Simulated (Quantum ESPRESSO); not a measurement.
# Collinear magnetic orders of LaSi2Ru3 with Quantum ESPRESSO

Does LaSi2Ru3 prefer parallel or opposed moments?

Calculated with Quantum ESPRESSO 7.5; LDA; plane waves with GBRV 1.5 LDA potentials, no spin-orbit coupling.

Report form: the programs' logs are mostly left out.

## (1) The structure

It takes space group P6_3/m (No. 176, hexagonal). The conventional cell has a = 5.676 Å, b = 5.676 Å, c = 7.120 Å, α = 90.00°, β = 90.00°, γ = 120.00°. Nearest to La lie 6 Si at 3.28 Å and 12 Ru at 3.28 to 3.42 Å and 2 La at 3.56 Å. Nearest to Si lie 6 Ru at 2.39 to 2.45 Å and 3 Si at 3.28 Å and 3 La at 3.28 Å. Ru has 4 Si at 2.39 to 2.45 Å and 4 Ru at 2.76 to 2.93 Å and 4 La at 3.28 to 3.42 Å nearest. Farther neighbours are not listed.

The cell comes from the Crystallography Open Database.

## (2) Run 1, typed as ferro ++++++

The signs are those of the starting moments on the seeded atoms, the atoms that are given a moment.

Input file pw.in:

```
&CONTROL
  calculation = 'scf'
  prefix = 'pwscf'
  outdir = './tmp'
  pseudo_dir = './pseudo'
  disk_io = 'nowf'
/
&SYSTEM
  ibrav = 0
  nat = 12
  ntyp = 3
  ecutwfc = 40
  ecutrho = 280
  nbnd = 89
  occupations = 'smearing'
  smearing = 'fd'
  degauss = 0.00734986
  nspin = 2
  starting_magnetization(1) = 0
  starting_magnetization(2) = 0
  starting_magnetization(3) = 0.0938
/
&ELECTRONS
  conv_thr = 2.4d-08
  electron_maxstep = 150
  mixing_beta = 0.3
/
ATOMIC_SPECIES
La    138.9055 la_lda_v1.uspp.F.UPF
Si     28.0850 si_lda_v1.uspp.F.UPF
Ru    101.0700 ru_lda_v1.2.uspp.F.UPF
CELL_PARAMETERS angstrom
   5.6760000000    0.0000000000    0.0000000000
  -2.8380000000    4.9155601919    0.0000000000
   0.0000000000    0.0000000000    7.1200000000
ATOMIC_POSITIONS crystal
La      0.0000000000    0.0000000000    0.0000000000
La      0.0000000000    0.0000000000    0.5000000000
Si      0.3333333333    0.6666666667    0.0000000000
Si      0.6666666667    0.3333333333    0.5000000000
Si      0.6666666667    0.3333333333    0.0000000000
Si      0.3333333333    0.6666666667    0.5000000000
Ru      0.4800000000    0.9900000000    0.2500000000
Ru      0.4900000000    0.4800000000    0.7500000000
Ru      0.0100000000    0.4900000000    0.2500000000
Ru      0.5200000000    0.0100000000    0.7500000000
Ru      0.5100000000    0.5200000000    0.2500000000
Ru      0.9900000000    0.5100000000    0.7500000000
K_POINTS automatic
6 6 6 0 0 0
```

Started as:

```bash
$ OMP_NUM_THREADS=1 mpirun -n 4 pw.x -nk 4 -in pw.in > pw.out
```

The job ended after 5.8 min (4 MPI ranks of Arm Neoverse V2, shared host; peak memory 1.9 GiB).

Spin moment in the atom's sphere by atom:

```csv
atom,spin moment in the atom's sphere (μB)
La1,0.0000
La2,0.0000
Si3,0.0000
Si4,0.0000
Si5,0.0000
Si6,0.0000
Ru7,0.0001
Ru8,0.0001
Ru9,0.0001
Ru10,0.0001
Ru11,0.0001
Ru12,0.0001
```

Read from the output:

```yaml
smearing_term_ts: 0.3241 eV
magnetization: 0 μB
absolute_magnetization: 0 μB
final_state: non-magnetic
```

## (3) Run 2 (antiferro +++−−−)

Changes to pw.in since step 2:

```diff
@@ -10,6 +10,6 @@
   nat = 12
-  ntyp = 3
+  ntyp = 4
   ecutwfc = 40
   ecutrho = 280
-  nbnd = 89
+  nbnd = 84
   occupations = 'smearing'
@@ -21,2 +21,3 @@
   starting_magnetization(3) = 0.0938
+  starting_magnetization(4) = -0.0938
 /
@@ -30,3 +31,4 @@
 Si     28.0850 si_lda_v1.uspp.F.UPF
-Ru    101.0700 ru_lda_v1.2.uspp.F.UPF
+Ru1   101.0700 ru_lda_v1.2.uspp.F.UPF
+Ru2   101.0700 ru_lda_v1.2.uspp.F.UPF
 CELL_PARAMETERS angstrom
@@ -42,8 +44,8 @@
 Si      0.3333333333    0.6666666667    0.5000000000
-Ru      0.4800000000    0.9900000000    0.2500000000
-Ru      0.4900000000    0.4800000000    0.7500000000
-Ru      0.0100000000    0.4900000000    0.2500000000
-Ru      0.5200000000    0.0100000000    0.7500000000
-Ru      0.5100000000    0.5200000000    0.2500000000
-Ru      0.9900000000    0.5100000000    0.7500000000
+Ru1     0.4800000000    0.9900000000    0.2500000000
+Ru1     0.4900000000    0.4800000000    0.7500000000
+Ru1     0.0100000000    0.4900000000    0.2500000000
+Ru2     0.5200000000    0.0100000000    0.7500000000
+Ru2     0.5100000000    0.5200000000    0.2500000000
+Ru2     0.9900000000    0.5100000000    0.7500000000
 K_POINTS automatic
```

The job ended after 19 min (4 MPI ranks; peak memory 2.7 GiB; 76 min of CPU time).

Spin moment in the atom's sphere by atom:

```csv
atom,spin moment in the atom's sphere (μB)
La1,0.0000
La2,0.0000
Si3,0.0000
Si4,0.0000
Si5,0.0000
Si6,0.0000
Ru7,0.0001
Ru8,-0.0001
Ru9,0.0001
Ru10,-0.0001
Ru11,0.0001
Ru12,-0.0001
```

Read from the output:

| Quantity | Value |
| --- | --- |
| smearing term TS | 0.3241 eV |
| magnetization | 0 μB |
| absolute magnetization | 0 μB |
| final state | non-magnetic |

## (4) Start 3: antiferro ++−+−−

Changes to pw.in since step 3:

```diff
@@ -46,4 +46,4 @@
 Ru1     0.4900000000    0.4800000000    0.7500000000
-Ru1     0.0100000000    0.4900000000    0.2500000000
-Ru2     0.5200000000    0.0100000000    0.7500000000
+Ru2     0.0100000000    0.4900000000    0.2500000000
+Ru1     0.5200000000    0.0100000000    0.7500000000
 Ru2     0.5100000000    0.5200000000    0.2500000000
```

It took 19 min on 4 MPI ranks; peak memory 2.7 GiB; 78 min of CPU time.

Spin moment in the atom's sphere by atom:

```csv
atom,spin moment in the atom's sphere (μB)
La1,0.0000
La2,0.0000
Si3,0.0000
Si4,0.0000
Si5,0.0000
Si6,0.0000
Ru7,-0.0002
Ru8,0.0001
Ru9,-0.0001
Ru10,0.0001
Ru11,-0.0001
Ru12,0.0002
```

Numbers from this step:

* smearing term TS: 0.3241 eV
* magnetization: 0 μB
* absolute magnetization: 0 μB
* final state: non-magnetic

## (5) The states side by side

An order is kept where moments of 0.15 μB or more survive with the typed signs; meshes match where a doubled cell samples the same k points as the first cell.

Orders:

```csv
start,final state,typed order kept,energy over the lowest (meV a seeded atom),largest site moment (μB),net moment (μB a cell of the first run),mesh matched,CPU time (s)
ferro ++++++,non-magnetic,no,0,0,0,yes,1398
antiferro +++---,non-magnetic,no,0,0,0,yes,4590
antiferro ++-+--,non-magnetic,no,0,0,0,yes,4672
```

## (6) Summary of results

* lowest state found: non-magnetic (from ferro ++++++, antiferro +++--- and antiferro ++-+--)
* largest site moment: 0 μB

The lowest state carries no moment, and no start kept one. This is the lowest of 3 collinear or spinless starts, no proof of the ground state. Energies are free energies at an electronic temperature of 1160 K, which lowers moments and differences where the moments are itinerant.

[Logs and program files are shortened in this print: banners, set-up blocks, solver, clock and traceback lines can be left out without a mark of their own.]

[Logs are printed without paths, hosts, clocks, repeated set-up lines and the standing remarks that a program may print on its own settings, such as how far it seeks lower states.]

[Hosts, paths, dates, database ids (printed as entryN), source tags and the programs' standing remarks are cut or masked in the printed files.]

[Where a cell is said to come from a database of computed structures, the database is the Materials Project.]
